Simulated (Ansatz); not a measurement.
# LiAgBr3: relaxing a made-up structure

This structure for LiAgBr3 is made up. Its elements were placed in a known structure type with a cell scaled to their sizes. What cell does the guess relax to, and how far off was it?

Program: Ansatz 0.2.0. Level of theory: DFT, PBEsol, plane-wave PAW, files of the set soft_1, scalar-relativistic, no spin, cell and ions relaxed at zero pressure; PAW set soft_1, in the first sound run; inputs show where later runs differ. Results are calculated unless marked as measured.

### 1. The starting structure

Symmetry: Cm, No. 8, monoclinic system. Conventional cell: a = 7.306 Å, b = 7.209 Å, c = 5.073 Å, α = 90.00°, β = 90.55°, γ = 90.00°. Nearest to Ag lie 6 Br at 2.49 to 2.60 Å. Nearest to Br lie 2 Ag at 2.54 to 2.60 Å. Nearest to Br lie 2 Ag at 2.49 to 2.59 Å. Li has 11 Br at 3.57 to 3.62 Å nearest. Farther neighbours and most contacts between anions are not listed.

### 2. Relaxing cell and atoms

The guessed cell has no reason to be at equilibrium. It is relaxed with the atoms, within the space group of the guess.

input.yaml

```yaml
crystal:
  lattice:
    - [3.653, -3.6045, 0.0]
    - [3.653, 3.6045, 0.0]
    - [-0.048696556, 0.0, 5.072766272]
  atoms:
    - { symbol: Ag, position: [0.5011, 0.5011, 0.5187] }
    - { symbol: Br, position: [0.5017, 0.9953, 0.5022] }
    - { symbol: Br, position: [0.4971, 0.4971, 0.0087] }
    - { symbol: Br, position: [0.9953, 0.5017, 0.5022] }
    - { symbol: Li, position: [0.0052, 0.0052, 0.005] }
kpoints:
  mp_grid: { grid: [5, 5, 5] }
scf:
  occupations: { method: fermi_dirac, width: 0.05 }
hamiltonian:
  xc: pbesol
  pseudopotentials: { kind: paw, azcp: { folder: soft_1 }, xc_functional: pbe }
relax:
  f_tol: 0.015
  max_steps: 70
  cell: {}
output:
  forces: true
  stress: true
```

The run is started by

```bash
$ ansatz run input.yaml --threads 4 --pin off --max-ram 8192MiB --backend cpu --events-out ev --progress --plain --runs-dir out
```

Numbers of over 12 decimals in the logs are rounded to 6 here.

Output:

```text
Engine: ansatz 0.2.0, x86_64-unknown-linux-gnu
Pseudopotentials: kind: paw
Pseudopotential: Ag, paw, valence charge 19, recommended cutoff 420 eV (normal), soft_1/Ag.paw.azcp
Pseudopotential: Br, paw, valence charge 7, recommended cutoff 420 eV (normal), soft_1/Br.paw.azcp
Pseudopotential: Li, paw, valence charge 3, recommended cutoff 420 eV (normal), soft_1/Li.paw.azcp
Functional definition: PBEsol
  exchange = pbesol_x
  correlation = pbesol_c
Crystal: 5 atoms, lattice volume = 133.589 Å³
Basis set: ecut = 420 eV, 2579 PW (Γ), exchange–correlation on 72×72×72 points (8 copies of the dense FFT grid, shifted against one another)
Bands: 27, of which v1, the nominal top of the filled ones, is band 22 counted from 1 (21 counted from 0)
Symmetry: 2 space group operations
Space group: Cm (ITA 8), of the structure as read, at distance tolerance 5.1e-5 Å
k-points: 39 of 125 (time reversal used)
Non-local potential: Ag, projectors of the file, l = 0: 3, l = 1: 2, l = 2: 2, l = 3: 1
Non-local potential: Br, projectors of the file, l = 0: 2, l = 1: 2, l = 2: 2
Non-local potential: Li, projectors of the file, l = 0: 3, l = 1: 2, l = 2: 1
PAW form: soft (Blöchl's): semilocal exchange-correlation on the pseudo side does not see the compensation charge
PAW frozen core: Ag, regenerated for the run's functional, and the local potential with it (the file was generated under x = pbe(κ = 0.804, μ = 0.219515), c = pbe(β = 0.066725))
PAW frozen core: Br, regenerated for the run's functional, and the local potential with it (the file was generated under x = pbe(κ = 0.804, μ = 0.219515), c = pbe(β = 0.066725))
PAW one-centre angular grid: Ag, 590 points (default); XC on 64 Gauss nodes
PAW one-centre angular grid: Br, 110 points (default); XC on 64 Gauss nodes
PAW one-centre angular grid: Li, 110 points (default); XC on 64 Gauss nodes
Initial density: superposition of atomic densities (chi_scale 0.1, normalization cell, long waves kept (reshape's long-wave potential 0.01 eV rms))
Initial wavefunctions: pseudopotential atomic-orbital guess
Functional: x = pbesol(κ = 0.804, μ = 0.123457), c = pbesol(β = 0.046)
SCF iter   1: F=—  HF=-15938.095071 eV  |F-HF|=—  |Δ(HF+E_count)|=         —  Δρ=4.56e-2  dr2=3.16e0  ethr=3.10e-3  ⟨swp⟩=7.3  Hψ=4908  notcnv=0
preconditioner: auto → Resta (q_TF=auto, 2.259 Å⁻¹)  ε∞=4.1  [insulator: Δε(μ)=0.666 eV  Ē_g=10.553 eV  σ=0.050 eV  W_gap=0.66  n_scr=26 (ndim 8)  ℏωp=18.5 eV  f_vac=0.004  D(μ)=2.83/eV (n_scr^D=18)  ε∞_Penn≈4.1]
SCF iter   2: F=—  HF=-15937.324168 eV  |F-HF|=—  |Δ(HF+E_count)|=   7.71e-1  Δρ=1.41e-2  dr2=1.79e-1  ethr=3.10e-3  ⟨swp⟩=3.0  Hψ=2451  notcnv=0  defer=29
preconditioner: auto → Kerker (q_TF=auto, 2.259 Å⁻¹)  [metal: Δε(μ)=0.007 eV  Ē_g=10.063 eV  σ=0.050 eV  W_gap=0.04  n_scr=26 (ndim 8)  ℏωp=18.5 eV  f_vac=0.006  D(μ)=2.01/eV (n_scr^D=6)]
SCF iter   3: F=—  HF=-15937.334329 eV  |F-HF|=—  |Δ(HF+E_count)|=   1.02e-2  Δρ=6.78e-3  dr2=6.59e-2  ethr=4.15e-4  ⟨swp⟩=2.0  Hψ=2291  notcnv=0  defer=39
SCF iter   4: F=—  HF=-15937.360224 eV  |F-HF|=—  |Δ(HF+E_count)|=   2.59e-2  Δρ=1.54e-3  dr2=1.33e-2  ethr=1.53e-4  ⟨swp⟩=2.8  Hψ=1968  notcnv=0  defer=39
SCF iter   5: F=—  HF=-15937.361843 eV  |F-HF|=—  |Δ(HF+E_count)|=   1.62e-3  Δρ=9.83e-4  dr2=3.96e-3  ethr=3.08e-5  ⟨swp⟩=2.3  Hψ=1548  notcnv=0  defer=39
SCF iter   6: F=—  HF=-15937.360999 eV  |F-HF|=—  |Δ(HF+E_count)|=   8.44e-4  Δρ=2.88e-4  dr2=2.60e-4  ethr=9.21e-6  ⟨swp⟩=2.0  Hψ=1605  notcnv=0  defer=39
SCF iter   7: F=—  HF=-15937.360941 eV  |F-HF|=—  |Δ(HF+E_count)|=   5.74e-5  Δρ=1.43e-4  dr2=4.13e-5  ethr=6.05e-7  ⟨swp⟩=2.2  Hψ=1585  notcnv=0  defer=39
SCF iter   8: F=—  HF=-15937.360924 eV  |F-HF|=—  |Δ(HF+E_count)|=   1.72e-5  Δρ=3.29e-5  dr2=1.75e-6  ethr=9.60e-8  ⟨swp⟩=2.0  Hψ=1698  notcnv=0  defer=39
SCF iter   9: F=—  HF=-15937.360926 eV  |F-HF|=—  |Δ(HF+E_count)|=   1.78e-6  Δρ=8.52e-6  dr2=1.73e-7  ethr=4.06e-9  ⟨swp⟩=2.0  Hψ=1626  notcnv=0  defer=39
SCF iter  10: F=-15937.360926 eV  HF=-15937.360926 eV  |F-HF|=1.72e-8  |Δ(HF+E_count)|=   3.76e-7  Δρ=3.22e-6  dr2=2.25e-8  ethr=2.33e-10  ⟨swp⟩=4.0  Hψ=3534  notcnv=0
SCF 1 converged in 10 iterations: F = -15937.360926 eV  dr2 = 2.25e-8
  greatest PAW one-centre occupation: 1.001 electrons in one spin orbital (limit 2), on the Ag atom at site 0 (counted from 0), in its partial waves of l = 0
relax step   1: F+E_penalty+E_count = -15937.36092624 eV  Δ(F+E_penalty+E_count) = +0.000e0 eV  max|allowed force component| = 5.475e-1 eV/Å  Δτ_max = 0.0000 Å  P = +3.011 GPa  Ω = 133.589 Å³  (10 SCF iters, dr2 threshold 1.00e-7 eV, accepted)
Crystal: 5 atoms, lattice volume = 143.775 Å³
Basis set: ecut = 420 eV, 2825 PW (Γ), exchange–correlation on 72×72×72 points (8 copies of the dense FFT grid, shifted against one another)
Initial density: handed on by an earlier stage of this run
Initial wavefunctions: those handed on with the density
iter 1 solved again at ethr=2.90e-5 eV; its pass at ethr=3.10e-3 eV (dr2=1.25e-2 eV) is discarded
SCF iter   1: F=—  HF=-15937.469569 eV  |F-HF|=—  |Δ(HF+E_count)|=         —  Δρ=2.93e-3  dr2=1.24e-2  ethr=2.90e-5  ⟨swp⟩=2.0  Hψ=5861  notcnv=0
preconditioner: auto → LDOS  [insulator: Δε(μ)=0.789 eV  Ē_g=9.823 eV  σ=0.050 eV  W_gap=0.54  n_scr=26 (ndim 8)  ℏωp=17.8 eV  f_vac=0.153  D(μ)=2.11/eV (n_scr^D=6)  ε∞_Penn≈4.3  β→1.0]
SCF iter   2: F=—  HF=-15937.471634 eV  |F-HF|=—  |Δ(HF+E_count)|=   2.06e-3  Δρ=2.38e-3  dr2=1.62e-2  ethr=2.88e-5  ⟨swp⟩=2.7  Hψ=2110  notcnv=0
SCF iter   3: F=—  HF=-15937.466334 eV  |F-HF|=—  |Δ(HF+E_count)|=   5.30e-3  Δρ=2.82e-4  dr2=1.06e-4  ethr=2.88e-5  ⟨swp⟩=2.0  Hψ=1711  notcnv=0
SCF iter   4: F=—  HF=-15937.466306 eV  |F-HF|=—  |Δ(HF+E_count)|=   2.88e-5  Δρ=6.54e-5  dr2=7.66e-6  ethr=2.47e-7  ⟨swp⟩=2.0  Hψ=1850  notcnv=0
SCF iter   5: F=—  HF=-15937.466304 eV  |F-HF|=—  |Δ(HF+E_count)|=   1.41e-6  Δρ=1.83e-5  dr2=7.67e-7  ethr=1.78e-8  ⟨swp⟩=2.0  Hψ=1642  notcnv=0
SCF iter   6: F=-15937.466304 eV  HF=-15937.466304 eV  |F-HF|=1.09e-7  |Δ(HF+E_count)|=   6.56e-8  Δρ=7.14e-6  dr2=1.31e-7  ethr=1.16e-9  ⟨swp⟩=4.0  Hψ=3532  notcnv=0
SCF 2 converged in 6 iterations: F = -15937.466304 eV  dr2 = 1.31e-7
relax step   2: F+E_penalty+E_count = -15937.46630404 eV  Δ(F+E_penalty+E_count) = -1.054e-1 eV  max|allowed force component| = 1.524e-1 eV/Å  Δτ_max = 0.0412 Å  P = -0.122 GPa  Ω = 143.775 Å³  energy of the carried Pulay correction = -1.280e-3 eV  (6 SCF iters, dr2 threshold 5.00e-7 eV, accepted)
Crystal: 5 atoms, lattice volume = 143.734 Å³
Basis set: ecut = 420 eV, 2821 PW (Γ), exchange–correlation on 72×72×72 points (8 copies of the dense FFT grid, shifted against one another)
iter 1 solved again at ethr=1.46e-5 eV; its pass at ethr=3.10e-3 eV (dr2=6.27e-3 eV) is discarded
SCF iter   1: F=—  HF=-15937.474807 eV  |F-HF|=—  |Δ(HF+E_count)|=         —  Δρ=2.46e-3  dr2=7.60e-3  ethr=1.46e-5  ⟨swp⟩=2.4  Hψ=5300  notcnv=0
preconditioner: auto → LDOS  [insulator: Δε(μ)=0.811 eV  Ē_g=9.819 eV  σ=0.050 eV  W_gap=0.57  n_scr=26 (ndim 8)  ℏωp=17.8 eV  f_vac=0.153  D(μ)=2.12/eV (n_scr^D=6)  ε∞_Penn≈4.3  β→1.0]
SCF iter   2: F=—  HF=-15937.478082 eV  |F-HF|=—  |Δ(HF+E_count)|=   3.27e-3  Δρ=1.83e-3  dr2=1.01e-2  ethr=1.46e-5  ⟨swp⟩=2.2  Hψ=2074  notcnv=0
SCF iter   3: F=—  HF=-15937.474775 eV  |F-HF|=—  |Δ(HF+E_count)|=   3.31e-3  Δρ=2.41e-4  dr2=4.15e-5  ethr=1.46e-5  ⟨swp⟩=2.1  Hψ=1717  notcnv=0
SCF iter   4: F=—  HF=-15937.474804 eV  |F-HF|=—  |Δ(HF+E_count)|=   2.85e-5  Δρ=4.66e-5  dr2=3.48e-6  ethr=9.65e-8  ⟨swp⟩=2.0  Hψ=1798  notcnv=0
SCF iter   5: F=-15937.474804 eV  HF=-15937.474804 eV  |F-HF|=1.03e-7  |Δ(HF+E_count)|=   2.00e-7  Δρ=6.68e-6  dr2=7.14e-8  ethr=1.16e-9  ⟨swp⟩=5.0  Hψ=3985  notcnv=0
SCF 3 converged in 5 iterations: F = -15937.474804 eV  dr2 = 7.14e-8
relax step   3: F+E_penalty+E_count = -15937.47480387 eV  Δ(F+E_penalty+E_count) = -8.500e-3 eV  max|allowed force component| = 1.027e-1 eV/Å  Δτ_max = 0.0606 Å  P = -0.116 GPa  Ω = 143.734 Å³  energy of the carried Pulay correction = -1.276e-3 eV  (5 SCF iters, dr2 threshold 5.00e-7 eV, accepted)
[... from here on, the SCF cycles and remarks between the steps are left out ...]
relax step   4: F+E_penalty+E_count = -15937.51638871 eV  Δ(F+E_penalty+E_count) = -4.158e-2 eV  max|allowed force component| = 2.506e-1 eV/Å  Δτ_max = 0.1957 Å  P = -0.073 GPa  Ω = 143.661 Å³  energy of the carried Pulay correction = -1.267e-3 eV  (6 SCF iters, dr2 threshold 5.00e-7 eV, accepted)
relax step   5: F+E_penalty+E_count = -15937.60137745 eV  Δ(F+E_penalty+E_count) = -8.499e-2 eV  max|allowed force component| = 3.822e-1 eV/Å  Δτ_max = 0.1966 Å  P = -0.016 GPa  Ω = 143.719 Å³  energy of the carried Pulay correction = -1.274e-3 eV  (6 SCF iters, dr2 threshold 5.00e-7 eV, accepted)
relax step   6: F+E_penalty+E_count = -15937.71873945 eV  Δ(F+E_penalty+E_count) = -1.174e-1 eV  max|allowed force component| = 4.337e-1 eV/Å  Δτ_max = 0.1967 Å  P = +0.120 GPa  Ω = 143.825 Å³  energy of the carried Pulay correction = -1.287e-3 eV  (7 SCF iters, dr2 threshold 5.00e-7 eV, accepted)
relax step   7: F+E_penalty+E_count = -15937.83434949 eV  Δ(F+E_penalty+E_count) = -1.156e-1 eV  max|allowed force component| = 3.082e-1 eV/Å  Δτ_max = 0.1965 Å  P = +0.375 GPa  Ω = 144.110 Å³  energy of the carried Pulay correction = -1.321e-3 eV  (7 SCF iters, dr2 threshold 5.00e-7 eV, accepted)
relax step   8: F+E_penalty+E_count = -15937.93719878 eV  Δ(F+E_penalty+E_count) = -1.028e-1 eV  max|allowed force component| = 2.583e-1 eV/Å  Δτ_max = 0.1953 Å  P = +0.519 GPa  Ω = 145.397 Å³  energy of the carried Pulay correction = -1.476e-3 eV  (7 SCF iters, dr2 threshold 5.00e-7 eV, accepted)
relax step   9: F+E_penalty+E_count = -15938.00663546 eV  Δ(F+E_penalty+E_count) = -6.944e-2 eV  max|allowed force component| = 1.355e-1 eV/Å  Δτ_max = 0.1954 Å  P = +0.461 GPa  Ω = 147.171 Å³  energy of the carried Pulay correction = -1.687e-3 eV  (7 SCF iters, dr2 threshold 5.00e-7 eV, accepted)
relax step  10: F+E_penalty+E_count = -15938.02832792 eV  Δ(F+E_penalty+E_count) = -2.169e-2 eV  max|allowed force component| = 1.666e-2 eV/Å  Δτ_max = 0.1327 Å  P = -0.220 GPa  Ω = 150.944 Å³  energy of the carried Pulay correction = -2.127e-3 eV  (7 SCF iters, dr2 threshold 5.00e-7 eV, accepted)
relax step  11: F+E_penalty+E_count = -15938.02957446 eV  Δ(F+E_penalty+E_count) = -1.247e-3 eV  max|allowed force component| = 2.374e-3 eV/Å  Δτ_max = 0.0200 Å  P = +0.017 GPa  Ω = 149.761 Å³  energy of the carried Pulay correction = -1.990e-3 eV  (6 SCF iters, dr2 threshold 1.55e-7 eV, accepted)
Initial wavefunctions: pseudopotential atomic-orbital guess (no wavefunctions were taken with the density)
iter 1 solved again at ethr=2.84e-7 eV; its pass at ethr=3.10e-3 eV (dr2=1.22e-4 eV) is discarded
SCF iter   1: F=—  HF=-15938.030593 eV  |F-HF|=—  |Δ(HF+E_count)|=         —  Δρ=1.67e-4  dr2=2.97e-6  ethr=2.84e-7  ⟨swp⟩=3.3  Hψ=8049  notcnv=0
preconditioner: auto → LDOS  [insulator: Δε(μ)=0.711 eV  Ē_g=10.522 eV  σ=0.050 eV  W_gap=0.52  n_scr=26 (ndim 8)  ℏωp=17.4 eV  f_vac=0.209  D(μ)=2.10/eV (n_scr^D=6)  ε∞_Penn≈3.7  β→1.0]
SCF iter   2: F=—  HF=-15938.031678 eV  |F-HF|=—  |Δ(HF+E_count)|=   1.09e-3  Δρ=2.50e-5  dr2=7.59e-7  ethr=6.91e-9  ⟨swp⟩=3.0  Hψ=2268  notcnv=0
SCF iter   3: F=—  HF=-15938.031679 eV  |F-HF|=—  |Δ(HF+E_count)|=   8.08e-7  Δρ=6.81e-6  dr2=5.70e-8  ethr=1.76e-9  ⟨swp⟩=2.0  Hψ=1892  notcnv=0
SCF iter   4: F=—  HF=-15938.031680 eV  |F-HF|=—  |Δ(HF+E_count)|=   9.74e-7  Δρ=2.30e-6  dr2=9.04e-9  ethr=1.33e-10  ⟨swp⟩=2.0  Hψ=1894  notcnv=0
SCF iter   5: F=—  HF=-15938.031680 eV  |F-HF|=—  |Δ(HF+E_count)|=   1.16e-8  Δρ=1.23e-6  dr2=2.71e-9  ethr=2.10e-11  ⟨swp⟩=2.0  Hψ=1412  notcnv=0
SCF iter   6: F=—  HF=-15938.031680 eV  |F-HF|=—  |Δ(HF+E_count)|=   5.32e-9  Δρ=5.36e-7  dr2=7.72e-10  ethr=6.30e-12  ⟨swp⟩=2.0  Hψ=1581  notcnv=0
SCF iter   7: F=-15938.031680 eV  HF=-15938.031680 eV  |F-HF|=2.73e-11  |Δ(HF+E_count)|=  8.00e-11  Δρ=9.06e-8  dr2=1.73e-11  ethr=1.00e-12  ⟨swp⟩=3.0  Hψ=4391  notcnv=0
SCF 12 converged in 7 iterations: F = -15938.031680 eV  dr2 = 1.73e-11
relax step  12: F+E_penalty+E_count = -15938.03168005 eV  Δ(F+E_penalty+E_count) = -2.106e-3 eV  max|allowed force component| = 2.257e-3 eV/Å  Δτ_max = 0.0000 Å  P = +0.023 GPa  Ω = 149.761 Å³  stress off target by 4.44e-2 GPa  SCF on the basis re-selected at this cell (its energy is not comparable with the rows above)  (7 SCF iters)
basis re-selected at this cell: Δ(F+E_penalty+E_count) = -2.106e-3 eV, ΔP = +0.006 GPa vs the last step (what re-selecting the basis moved, of the pressure what is left beyond the Pulay correction that the steps carried, after the strain that the cell walked since its last selection, with what the two solves' SCF thresholds leave and, on support functions, any second-order correction that the steps lacked; it is no m [...]
SCF converged after 7 iterations
Free energy (F): -15938.031680 eV
Harris-Foulkes:  -15938.031680 eV  (|F-HF|=2.73e-11)
Internal energy: -15938.015297 eV  (E = F + TS)
E sigma→0 (E₀):  -15938.023488 eV
Entropy (-TS):   -0.016383 eV (-3.277 meV/atom)
Fermi energy:    2.334538 eV
--- Per-component energies (eV) ---
  E_band       = -648.142635
  E_kinetic    = 876.632538
  E_local      = -5460.520038  (includes V_loc(G=0)·N_el)
  E_nonlocal   = 171.733216
  E_hartree    = 2416.472344
  E_xc         = -749.736425
  E_vxc        = -537.063800  (∫ρ·V_xc dr)
  E_paw        = -10717.324205  (= ΣΔE_a)
  E_vpaw       = -531.869515  (= ΣTr[D̂ρ^β])
  E_aug_tail   = 0.000618  (compensation charges beyond the density's cutoff)
  E_ewald      = -2475.872896
  E_core_change = 0.599553  (= ΣΔE_core)
  E_smearing   = -0.016383  (= −TS)
  E_closure    = -0.000000  (closes the sum)
  Σ components = -15938.031680   (vs F -15938.031680, Δ=0.00e0)
--- Forces (eV/Å), atoms counted from 1 ---
  atom   1  Ag     0.00225508     0.00000000     0.00110009
  atom   2  Br     0.00080381     0.00020358    -0.00132699
  atom   3  Br    -0.00225787     0.00000000     0.00080460
  atom   4  Br     0.00080381    -0.00020358    -0.00132699
  atom   5  Li    -0.00160775     0.00000000     0.00074708
  max |Σ_I F_I| component: 2.92e-6 eV/Å
--- Stress (GPa, compression-positive) ---
        0.013424       0.000000       0.011826
        0.000000       0.014877       0.000000
        0.011824       0.000000       0.039893
  P = ⅓ Tr σ = 0.0227 GPa (0.227 kbar)
--- Relaxed structure (11 steps of the walk, 11 accepted, 1 SCFs on fresh bases) ---
  F+E_penalty+E_count = -15938.03168005 eV   max|allowed force component| = 2.257e-3 eV/Å   (the final SCF, on the basis selected at the relaxed cell)
  cell:  # Å, volume = 149.7610 Å³
    - [3.828013, -3.686213, 0.112212]
    - [3.828013, 3.686213, 0.112212]
    - [0.104794, 0, 5.309654]
  atoms:
    - { symbol: Ag, position: [0.468602, 0.468602, 0.476345] }
    - { symbol: Br, position: [0.458733, 0.966989, 0.467157] }
    - { symbol: Br, position: [0.459843, 0.459843, -0.025296] }
    - { symbol: Br, position: [0.966989, 0.458733, 0.467157] }
    - { symbol: Li, position: [0.146233, 0.146233, 0.151438] }
```

The job ended after 26 s (4 threads of Intel Xeon Platinum 8488C (Sapphire Rapids), shared host; peak memory 0.54 GiB; 98 s of CPU time).

This run has no spin polarisation although its electron count is odd.

Step by step:

| step | energy less that of the first step (eV) | largest force component (eV/Å) | pressure (GPa) | volume (Å³) |
| --- | --- | --- | --- | --- |
| 1 | 0.0000 | 0.5475 | 3.01 | 133.59 |
| 2 | -0.1054 | 0.1524 | -0.12 | 143.77 |
| 3 | -0.1139 | 0.1027 | -0.12 | 143.73 |
| 4 | -0.1555 | 0.2506 | -0.07 | 143.66 |
| 5 | -0.2405 | 0.3822 | -0.02 | 143.72 |
| 6 | -0.3578 | 0.4337 | 0.12 | 143.83 |
| 7 | -0.4734 | 0.3082 | 0.37 | 144.11 |
| 8 | -0.5763 | 0.2583 | 0.52 | 145.40 |
| 9 | -0.6457 | 0.1355 | 0.46 | 147.17 |
| 10 | -0.6674 | 0.0167 | -0.22 | 150.94 |
| 11 | -0.6686 | 0.0024 | 0.02 | 149.76 |
| 12* | -0.6708 | 0.0023 | 0.02 | 149.76 |

Relaxation steps marked * repeat the geometry before them on a plane-wave basis chosen anew for their cell, so energy and pressure can jump there.

Forces are held to the 2 operations that the run works with; a distortion that breaks them can't arise in this run.

| cell as run | before | after | change |
| --- | --- | --- | --- |
| a (Å) | 5.132 | 5.315 | +3.6 % |
| b (Å) | 5.132 | 5.315 | +3.6 % |
| c (Å) | 5.073 | 5.311 | +4.7 % |
| α (°) | 90.39 | 87.98 | -2.7 % |
| β (°) | 90.39 | 87.98 | -2.7 % |
| γ (°) | 89.23 | 87.81 | -1.6 % |
| volume (Å³/atom) | 26.72 | 29.95 | +12.1 % |

The atoms that moved most (Å, as changes of fractional coordinates times the final cell):

| atom | dx | dy | dz | length |
| --- | --- | --- | --- | --- |
| Li5 | 1.095 | 0.000 | 0.809 | 1.362 |
| Br3 | -0.289 | 0.000 | -0.189 | 0.345 |
| Ag1 | -0.253 | 0.000 | -0.232 | 0.344 |
| Br2 | -0.277 | 0.054 | -0.194 | 0.342 |
| Br4 | -0.277 | -0.054 | -0.194 | 0.342 |

Final coordinates:

```xyz
5
Lattice="3.8280 -3.6862 0.1122 3.8280 3.6862 0.1122 0.1048 0.0000 5.3097" Properties=species:S:1:pos:R:3 pbc="T T T"
Ag    3.6375    0.0000    2.6344
Br    5.5066    1.8735    2.6404
Br    3.5179    0.0000   -0.0311
Br    5.5066   -1.8735    2.6404
Li    1.1354    0.0000    0.8369
```

This step gave:

| Item | Value |
| --- | --- |
| free energy | -15938.0317 eV |
| energy at zero smearing | -15938.0235 eV |
| smearing term TS | 0.01638 eV |
| Fermi energy | 2.335 eV |
| electrons | 43 |
| symmetry operations | 2 |
| pressure | 0.02273 GPa |

The shortest distance of each pair, which need not be the same contact before and after:

| pair | guess (Å) | relaxed (Å) |
| --- | --- | --- |
| Br–Li | 3.573 | 2.536 |
| Ag–Br | 2.486 | 2.644 |
| Ag–Li | 4.368 | 3.081 |
| Br–Br | 3.558 | 3.625 |
| Ag–Ag | 5.073 | 5.311 |

The relaxation ends with a largest force component of 0.0023 eV/Å and a pressure of 0.02 GPa.

[end of part 1 of 2]

[Logs are printed without paths, hosts, clocks, repeated set-up lines and the standing remarks that a program may print on its own settings, such as how far it seeks lower states.]

[Hosts, paths, dates, database ids (printed as entryN), source tags and the programs' standing remarks are cut or masked in the printed files.]
